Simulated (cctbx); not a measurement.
**Reading a Patterson map**

Space group P6_3/mmc (no. 194), a = 5.0790 Å, b = 5.0790 Å, c = 8.0960 Å, α = 90.00°, β = 90.00°, γ = 120.00°, content Pt6 Ta4 Ge2.

The data are simulated with cctbx, not measured: Mo Kα, λ = 0.71073 Å, to d = 0.84 Å, 95 % of the full sphere, strongest reflection 70000 counts, noise from counting, a 4 % proportional error and a noise floor of 4 counts (s.d.); no absorption, some extinction.

Patterson synthesis from sharpened amplitudes, origin scaled to 1000:

```text
Patterson group P 6/m m m
      u       v       w   height  length (A)
  0.000   0.000   0.000   1000.0     0.00
  0.333   0.667   0.500    400.2     5.00
  0.000   0.500   0.176    331.6     2.91
  0.000   0.500   0.000    320.5     2.54
  0.185   0.369   0.500    192.5     4.36
  0.000   0.000   0.367    176.0     2.97
  0.145   0.291   0.318    162.2     2.87
  0.333   0.667   0.078    102.8     3.00
  0.000   0.000   0.500     73.4     4.05
  0.238   0.475   0.000     50.1     2.09
  0.333   0.667   0.162     49.4     3.21
  0.238   0.476   0.363     46.0     3.61
  0.000   0.000   0.145     42.8     1.18
  0.000   0.258   0.186     42.1     2.00
```

**Question.** Which atom pairs make the peaks, and where is the heaviest atom?

A peak at u stands for all pairs with xi − xj = u, with weight Σ ZiZj against Σ Z² = 59868 at the origin. Peak heights follow these weights only roughly, since form factors, motion and series ripples differ, all vectors within 0.55 Å of a peak are counted as merged into it though the farther ones add only part of their weight, and F(000) is left out, which lowers the whole map:

| u | v | w | shortest length (Å) | height | 1000 ΣZiZj/ΣZ² | pairs in the cell |
| --- | --- | --- | --- | --- | --- | --- |
| 0.333 | 0.667 | 0.500 | 5.00 | 400 | 639 | 3 × Pt–Pt, 2 × Ta–Ta, 4 × Ta–Ge |
| 0.000 | 0.500 | 0.176 | 2.91 | 332 | 380 | 4 × Pt–Ta |
| 0.000 | 0.500 | 0.000 | 2.54 | 320 | 406 | 4 × Pt–Pt |
| 0.185 | 0.369 | 0.500 | 4.36 | 192 | 203 | 2 × Pt–Pt |
| 0.000 | 0.000 | 0.367 | 2.97 | 176 | 178 | 2 × Ta–Ta |
| 0.145 | 0.291 | 0.318 | 2.88 | 162 | 190 | 2 × Pt–Ta |
| 0.333 | 0.667 | 0.078 | 3.00 | 103 | 167 | 1 × Ta–Ta, 2 × Ta–Ge |
| 0.000 | 0.000 | 0.500 | 4.05 | 73 | 34 | 2 × Ge–Ge |
| 0.238 | 0.475 | 0.000 | 2.09 | 50 | 0 | none within 0.55 Å |
| 0.333 | 0.667 | 0.162 | 3.21 | 49 | 89 | 1 × Ta–Ta |

The table stops at ten peaks or at a height of 45, below which ripples compete. In the model behind the data Pt, the heaviest element, has 1 independent site: (0.3540, 0.1770, 1/4), up to an allowed shift of origin; the Pt–Pt vectors are differences of these positions and their symmetry mates. Elements of similar Z can't be told apart from the map alone. The whole model:

```
atom  mult.       x       y       z  Ueq (Å²)
 Pt1      6  0.3540  0.1770     1/4    0.0093
 Ta1      4     2/3     1/3  0.5660    0.0056
 Ge1      2       0       0     1/2    0.0067
```

The model is made up (kin elements in a known structure type, no relaxation), so it says nothing on whether the phase exists.

[Logs are printed without paths, hosts, clocks, repeated set-up lines and the standing remarks that a program may print on its own settings, such as how far it seeks lower states.]
